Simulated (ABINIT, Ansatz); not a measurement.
# Ranks, solvers and switches in ABINIT: KZnF3 (Pm-3m)

Wanted: parallel efficiency and the cost of each switch for one step on KZnF3 (Pm-3m).

Program: ABINIT 10.8.3. Level of theory: LDA and many-body steps on it, plane waves. Values are calculated unless marked as measured.

## 1. The structure

Symmetry: Pm-3m, No. 221, cubic system. The conventional cell has a = 4.050 Å, b = 4.050 Å, c = 4.050 Å, α = 90.00°, β = 90.00°, γ = 90.00°. Nearest to K lie 12 F at 2.86 Å. Nearest to Zn lie 6 F at 2.03 Å. Nearest to F lie 2 Zn at 2.03 Å and 4 K at 2.86 Å. Farther neighbours, and contacts between anions beyond the nearest, are not listed.

The cell and positions come from the Crystallography Open Database and are kept as given unless a step says otherwise.

## 2. Base

This step: ABINIT 10.8.3; DFT, LDA, plane waves, norm-conserving pseudopotentials.

The sums over transitions need many empty states on a uniform mesh; this step solves for them.

The input, run.abi:

```
acell 3*1.0 Angstrom
rprim 
  4.050000000000 0.000000000000 0.000000000000
  0.000000000000 4.050000000000 0.000000000000
  0.000000000000 0.000000000000 4.050000000000
ntypat 3
znucl 19 30 9
natom 5
typat 1 2 3 3 3
xred 
  0.000000000000 0.000000000000 0.000000000000
  0.500000000000 0.500000000000 0.500000000000
  0.500000000000 0.500000000000 0.000000000000
  0.000000000000 0.500000000000 0.500000000000
  0.500000000000 0.000000000000 0.500000000000
pp_dirpath "pseudos"
pseudos "K.upf, Zn.upf, F.upf"
ecut 36
ngkpt 2 2 2
nshiftk 1
shiftk 0 0 0
kptopt 1
chksymbreak 0
iscf -2
irdden 1
istwfk *1
nband 81
nbdbuf 6
tolwfr 1e-09
nstep 60
prtvol 0
indata_prefix "in"
outdata_prefix "out"
tmpdata_prefix "tmp"
```

Command:

```console
> OMP_NUM_THREADS=1 mpirun -n 56 abinit run.abi > log
```

Output:

```text
.Version 10.8.3 of ABINIT. v10.8.2 released Aug 2026.

 Symmetries : space group Pm -3 m (#221); Bravais cP (primitive cubic)
[... echo of the input left out ...]
== DATASET  1 ==================================================================
-   mpi_nproc: 56, omp_nthreads: 1 (-1 if OMP is not activated)
-    --> not optimal distribution: autoparal keyword recommended in input file <--

--- !DatasetInfo
iteration_state: {dtset: 1, }
dimensions: {natom: 5, nkpt: 4, mband: 81, nsppol: 1, nspinor: 1, nspden: 1, mpw: 4680, }
cutoff_energies: {ecut:  36.0, pawecutdg:  -1.0, }
electrons: {nelect:   5.00000000E+01, charge:   0.00000000E+00, occopt:   1.00000000E+00, tsmear:   1.00000000E-02, }

 Real(R)+Recip(G) space primitive vectors, cartesian coordinates (Bohr,Bohr^-1):
 R(1)=  7.6533908  0.0000000  0.0000000  G(1)=  0.1306610  0.0000000  0.0000000
 R(2)=  0.0000000  7.6533908  0.0000000  G(2)=  0.0000000  0.1306610  0.0000000
 R(3)=  0.0000000  0.0000000  7.6533908  G(3)=  0.0000000  0.0000000  0.1306610
 Unit cell volume ucvol=  4.4829270E+02 bohr^3
 Angles (23,13,12)=  9.00000000E+01  9.00000000E+01  9.00000000E+01 degrees

 getcut: wavevector=  0.0000  0.0000  0.0000  ngfft=  45  45  45
         ecut(hartree)=     36.000   => boxcut(ratio)=   2.12854

--- Pseudopotential description ------------------------------------------------
- K Generated using ONCVPSP code by D. R. Hamann
- 19.00000   9.00000  180309                  znucl, zion, pspdat
12 -1012 2 -1 2170                            pspcod,pspxc,lmax,lloc,mmax
     nproj     2     2     2
  pspatm : epsatm=    8.21740868
         --- l  ekb(1:nproj) -->
             0   10.940065    0.829722
             1    4.437415    0.568178
             2   -3.386874   -1.066382
 pspatm: atomic psp has been read  and splines computed

- Zn Generated using ONCVPSP code by D. R. Hamann
- 30.00000  20.00000  180309                  znucl, zion, pspdat
12 -1012 2 -1 1296                            pspcod,pspxc,lmax,lloc,mmax
     nproj     2     2     2
  pspatm : epsatm=   26.73031766
         --- l  ekb(1:nproj) -->
[...]
pspatm: atomic psp has been read  and splines computed

- F Generated using ONCVPSP code by D. R. Hamann
-  9.00000   7.00000  201202                  znucl, zion, pspdat
12 -1012 2 -1 824                             pspcod,pspxc,lmax,lloc,mmax
     nproj     2     2     1
  pspatm : epsatm=    4.94580260
         --- l  ekb(1:nproj) -->
[...]
2   -2.364936
 pspatm: atomic psp has been read  and splines computed

--------------------------------------------------------------------------------

================================================================================
 prteigrs : about to open file out_EIG
 Non-SCF case, kpt    1 (  0.00000  0.00000  0.00000), residuals and eigenvalues=
  3.05E-10  3.43E-10  2.78E-10  4.93E-10  2.56E-10  1.85E-10  2.41E-10  8.66E-10
  2.42E-10  4.66E-10  8.70E-10  1.32E-10  1.93E-10  3.56E-10  2.36E-10  4.82E-10
  8.49E-10  1.16E-10  4.08E-10  1.43E-10  5.03E-10  7.13E-10  1.80E-10  2.24E-10
[...]
9.10E-05
 -4.4103E+00 -2.7429E+00 -2.7429E+00 -2.7429E+00 -9.1364E-01 -7.1437E-01
 -6.8987E-01 -6.8987E-01 -3.1435E-01 -3.1435E-01 -3.1435E-01 -9.1184E-02
 -9.1184E-02 -9.1184E-02 -7.2252E-02 -7.2252E-02 -7.2252E-02 -5.9117E-02
[...]
1.6293E+00  1.6293E+00  1.6293E+00  1.6342E+00  1.6342E+00  1.6689E+00
  1.6689E+00  1.6689E+00  1.6881E+00  1.6881E+00  1.6881E+00  1.7336E+00
[...]
prteigrs : prtvol=0 or 1, do not print more k-points.

--- !ResultsGS
iteration_state: {dtset: 1, }
comment   : Summary of ground state results
lattice_vectors:
- [  7.6533908,   0.0000000,   0.0000000, ]
- [  0.0000000,   7.6533908,   0.0000000, ]
- [  0.0000000,   0.0000000,   7.6533908, ]
lattice_lengths: [   7.65339,    7.65339,    7.65339, ]
lattice_angles: [ 90.000,  90.000,  90.000, ] # degrees, (23, 13, 12)
lattice_volume:   4.4829270E+02
convergence: {deltae:  0.000E+00, res2:  0.000E+00, residm:  9.830E-10, diffor:  0.000E+00, }
etotal    :  -3.12792339E+02
entropy   :   0.00000000E+00
fermie    :   5.79883345E-02
cartesian_stress_tensor: null
pressure_GPa: null
xred      :
- [  0.0000E+00,   0.0000E+00,   0.0000E+00,  K]
- [  5.0000E-01,   5.0000E-01,   5.0000E-01, Zn]
- [  5.0000E-01,   5.0000E-01,   0.0000E+00,  F]
- [  0.0000E+00,   5.0000E-01,   5.0000E-01,  F]
- [  5.0000E-01,   0.0000E+00,   5.0000E-01,  F]
cartesian_forces: null
force_length_stats: {min: null, max: null, mean: null, }

 Integrated electronic density in atomic spheres:
 ------------------------------------------------
 Atom  Sphere_radius  Integrated_density
[...]
================================================================================

 ----iterations are completed or convergence reached----

 Mean square residual over all n,k,spin=   43.586E-11; max=  98.300E-11
 reduced coordinates (array xred) for    5 atoms
[...]
0.000000      0.500000      0.500000
       0.500000      0.000000      0.500000

 cartesian coordinates (angstrom) at end:
    1      0.000000     0.000000     0.000000
    2      2.025000     2.025000     2.025000
    3      2.025000     2.025000     0.000000
    4      0.000000     2.025000     2.025000
    5      2.025000     0.000000     2.025000
 length scales=  1.889726  1.889726  1.889726 bohr
              =  1.000000  1.000000  1.000000 angstroms
 prteigrs : about to open file out_EIG
 Eigenvalues (hartree) for nkpt=   4  k points:
 kpt#   1, nband= 81, wtk=  0.12500, kpt=  0.0000  0.0000  0.0000 (reduced coord)
[...]
1.51328    1.51573    1.62931    1.62931    1.62931    1.63419    1.63419    1.66888
   1.66888    1.66888    1.68807    1.68807    1.68807    1.73358    1.76262    1.76262
   1.76281
 prteigrs : prtvol=0 or 1, do not print more k-points.

== END DATASET(S) ==============================================================
================================================================================

 -outvars: echo values of variables after computation  --------
            nband          81
             nkpt           4
          spgroup         221
 [... the other variables as echoed above ...]

 Calculation completed.
```

It took 21 s on 56 MPI ranks of Arm Neoverse N1, host not shared; peak memory 3.2 GiB; 19 min of CPU time.

Numbers from this step:

```yaml
gap: 3.736 eV
k_of_the_valence_top: 0.5, 0.5, 0.5
k_of_the_conduction_bottom: 0, 0, 0
least_direct_gap: 5.433 eV
k_points_computed: 4
lowest_point_of_the_top_converged_band_above_the_valence_top: 43.59 eV
```

On this mesh the gap is 3.736 eV.

The density comes from a self-consistent run that is not shown.

## 3. Ranks (8 × 1)

run.abi is that of step 2.

Command:

```console
> OMP_NUM_THREADS=1 mpirun -n 8 abinit run.abi > log
```

Output:

```text
.Version 10.8.3 of ABINIT. v10.8.2 released Aug 2026.

 Symmetries : space group Pm -3 m (#221); Bravais cP (primitive cubic)
[... echo of the input left out ...]
== DATASET  1 ==================================================================
-   mpi_nproc: 8, omp_nthreads: 1 (-1 if OMP is not activated)
-    --> not optimal distribution: autoparal keyword recommended in input file <--

--- !DatasetInfo
iteration_state: {dtset: 1, }
dimensions: {natom: 5, nkpt: 4, mband: 81, nsppol: 1, nspinor: 1, nspden: 1, mpw: 4680, }
cutoff_energies: {ecut:  36.0, pawecutdg:  -1.0, }
[...]
1.51328    1.51573    1.62931    1.62931    1.62931    1.63419    1.63419    1.66888
   1.66888    1.66888    1.68807    1.68807    1.68807    1.73358    1.76262    1.76262
   1.76281
 prteigrs : prtvol=0 or 1, do not print more k-points.

== END DATASET(S) ==============================================================
================================================================================

 -outvars: echo values of variables after computation  --------
            nband          81
             nkpt           4
          spgroup         221
 [... the other variables as echoed above ...]

 Calculation completed.
```

Wall time 21 s (8 MPI ranks); peak memory 0.52 GiB; 2.8 min of CPU time.

This step gave:

```yaml
gap: 3.736 eV
k_of_the_valence_top: 0.5, 0.5, 0.5
k_of_the_conduction_bottom: 0, 0, 0
least_direct_gap: 5.433 eV
k_points_computed: 4
lowest_point_of_the_top_converged_band_above_the_valence_top: 43.59 eV
```

On this mesh the gap is 3.736 eV.

## 4. Ranks (16 × 1)

run.abi is that of step 3.

Command:

```console
> OMP_NUM_THREADS=1 mpirun -n 16 abinit run.abi > log
```

Output:

```text
.Version 10.8.3 of ABINIT. v10.8.2 released Aug 2026.

 Symmetries : space group Pm -3 m (#221); Bravais cP (primitive cubic)
[... echo of the input left out ...]
== DATASET  1 ==================================================================
-   mpi_nproc: 16, omp_nthreads: 1 (-1 if OMP is not activated)
-    --> not optimal distribution: autoparal keyword recommended in input file <--

--- !DatasetInfo
iteration_state: {dtset: 1, }
dimensions: {natom: 5, nkpt: 4, mband: 81, nsppol: 1, nspinor: 1, nspden: 1, mpw: 4680, }
cutoff_energies: {ecut:  36.0, pawecutdg:  -1.0, }
[...]
1.51328    1.51573    1.62931    1.62931    1.62931    1.63419    1.63419    1.66888
   1.66888    1.66888    1.68807    1.68807    1.68807    1.73358    1.76262    1.76262
   1.76281
 prteigrs : prtvol=0 or 1, do not print more k-points.

== END DATASET(S) ==============================================================
================================================================================

 -outvars: echo values of variables after computation  --------
            nband          81
             nkpt           4
          spgroup         221
 [... the other variables as echoed above ...]

 Calculation completed.
```

Elapsed: 21 s, on 16 MPI ranks; peak memory 0.96 GiB.

Numbers from this step:

| Item | Value |
| --- | --- |
| gap | 3.736 eV |
| k of the valence top | 0.5, 0.5, 0.5 |
| k of the conduction bottom | 0, 0, 0 |
| least direct gap | 5.433 eV |
| k points computed | 4 |
| lowest point of the top converged band, above the valence top | 43.59 eV |

On this mesh the gap is 3.736 eV.

## 5. LOBPCG

run.abi, as its differences from that of step 4:

```diff
@@ -31,2 +31,7 @@
 prtvol 0
+wfoptalg 114
+paral_kgb 1
+np_spkpt 4
+npband 1
+npfft 1
 indata_prefix "in"
```

Command:

```console
> OMP_NUM_THREADS=1 mpirun -n 4 abinit run.abi > log
```

Output:

```text
.Version 10.8.3 of ABINIT. v10.8.2 released Aug 2026.

 Symmetries : space group Pm -3 m (#221); Bravais cP (primitive cubic)
[... echo of the input left out ...]
== DATASET  1 ==================================================================
-   mpi_nproc: 4, omp_nthreads: 1 (-1 if OMP is not activated)

--- !DatasetInfo
iteration_state: {dtset: 1, }
dimensions: {natom: 5, nkpt: 4, mband: 81, nsppol: 1, nspinor: 1, nspden: 1, mpw: 4680, }
cutoff_energies: {ecut:  36.0, pawecutdg:  -1.0, }
[...]
1.51328    1.51573    1.62931    1.62931    1.62931    1.63419    1.63419    1.66888
   1.66888    1.66888    1.68807    1.68807    1.68807    1.73358    1.76262    1.76262
   1.76263
 prteigrs : prtvol=0 or 1, do not print more k-points.

== END DATASET(S) ==============================================================
================================================================================

 -outvars: echo values of variables after computation  --------
            nband          81
             nkpt           4
          spgroup         221
 [... the other variables as echoed above ...]

 Calculation completed.
```

Elapsed: 22 s, on 4 MPI ranks; peak memory 0.53 GiB.

Read from the output:

- gap: 3.736 eV
- k of the valence top: 0.5, 0.5, 0.5
- k of the conduction bottom: 0, 0, 0
- least direct gap: 5.433 eV
- k points computed: 4
- lowest point of the top converged band, above the valence top: 43.59 eV

On this mesh the gap is 3.736 eV.

## 6. Chebyshev filtering

run.abi, as its differences from that of step 5:

```diff
@@ -31,3 +31,3 @@
 prtvol 0
-wfoptalg 114
+wfoptalg 111
 paral_kgb 1
```

Output:

```text
.Version 10.8.3 of ABINIT. v10.8.2 released Aug 2026.

 Symmetries : space group Pm -3 m (#221); Bravais cP (primitive cubic)
[... echo of the input left out ...]
== DATASET  1 ==================================================================
-   mpi_nproc: 4, omp_nthreads: 1 (-1 if OMP is not activated)

--- !DatasetInfo
iteration_state: {dtset: 1, }
dimensions: {natom: 5, nkpt: 4, mband: 81, nsppol: 1, nspinor: 1, nspden: 1, mpw: 4680, }
cutoff_energies: {ecut:  36.0, pawecutdg:  -1.0, }
[...]
1.51328    1.51573    1.62931    1.62931    1.62931    1.63419    1.63419    1.66888
   1.66888    1.66888    1.68807    1.68807    1.68807    1.73358    1.76266    1.76274
   1.76355
 prteigrs : prtvol=0 or 1, do not print more k-points.

== END DATASET(S) ==============================================================
================================================================================

 -outvars: echo values of variables after computation  --------
            nband          81
             nkpt           4
          spgroup         221
 [... the other variables as echoed above ...]

 Calculation completed.
```

Run time: 94 s. Hardware: 4 MPI ranks; peak memory 0.43 GiB.

Numbers from this step:

* gap: 3.736 eV
* k of the valence top: 0.5, 0.5, 0.5
* k of the conduction bottom: 0, 0, 0
* least direct gap: 5.433 eV
* k points computed: 4
* lowest point of the top converged band, above the valence top: 43.59 eV

On this mesh the gap is 3.736 eV.

## 7. Line minimisations

run.abi, as its differences from that of step 6:

```diff
@@ -31,7 +31,3 @@
 prtvol 0
-wfoptalg 111
-paral_kgb 1
-np_spkpt 4
-npband 1
-npfft 1
+nline 8
 indata_prefix "in"
```

Command:

```console
> OMP_NUM_THREADS=1 mpirun -n 56 abinit run.abi > log
```

Output:

```text
.Version 10.8.3 of ABINIT. v10.8.2 released Aug 2026.

 Symmetries : space group Pm -3 m (#221); Bravais cP (primitive cubic)
[... echo of the input left out ...]
== DATASET  1 ==================================================================
-   mpi_nproc: 56, omp_nthreads: 1 (-1 if OMP is not activated)
-    --> not optimal distribution: autoparal keyword recommended in input file <--

--- !DatasetInfo
iteration_state: {dtset: 1, }
dimensions: {natom: 5, nkpt: 4, mband: 81, nsppol: 1, nspinor: 1, nspden: 1, mpw: 4680, }
cutoff_energies: {ecut:  36.0, pawecutdg:  -1.0, }
[...]
1.51328    1.51573    1.62931    1.62931    1.62931    1.63419    1.63419    1.66888
   1.66888    1.66888    1.68807    1.68807    1.68807    1.73358    1.76262    1.76262
   1.76263
 prteigrs : prtvol=0 or 1, do not print more k-points.

== END DATASET(S) ==============================================================
================================================================================

 -outvars: echo values of variables after computation  --------
            nband          81
             nkpt           4
          spgroup         221
 [... the other variables as echoed above ...]

 Calculation completed.
```

Wall time 19 s (56 MPI ranks); peak memory 3.2 GiB; 18 min of CPU time.

Read from the output:

```yaml
gap: 3.736 eV
k_of_the_valence_top: 0.5, 0.5, 0.5
k_of_the_conduction_bottom: 0, 0, 0
least_direct_gap: 5.433 eV
k_points_computed: 4
lowest_point_of_the_top_converged_band_above_the_valence_top: 43.59 eV
```

On this mesh the gap is 3.736 eV.

(Continued in part 2 of 2.)

[Long decimals in the printed logs are rounded to 6 places.]

[Logs are printed without paths, hosts, clocks, repeated set-up lines and the standing remarks that a program may print on its own settings, such as how far it seeks lower states.]

[Paths, hosts, dates, memory and timing lines, banners, echoed tables and standing remarks are left out of the program output; an Ansatz launch command may be rebuilt from the run's recorded settings. Measured values are a selection of at most five: reports struck by readers or far from the other reports are left out. None is set beside runs whose start may be inverted or whose files or cutoffs have a known fault.]

[Runs of the session that timed out or met a known fault of the program may be left out.]

[Hosts, paths, dates, database ids (printed as entryN), source tags and the programs' standing remarks are cut or masked in the printed files.]

[G0W0 gaps are taken among the corrected bands and points alone; a level outside them can change the order at an edge.]

[Where Ansatz stands beside ABINIT at settings called matched, ABINIT's density can come from a denser mesh and the files from another edition; pairs whose starting gaps differed by over 0.03 eV were left out, so agreement reads better than it is.]
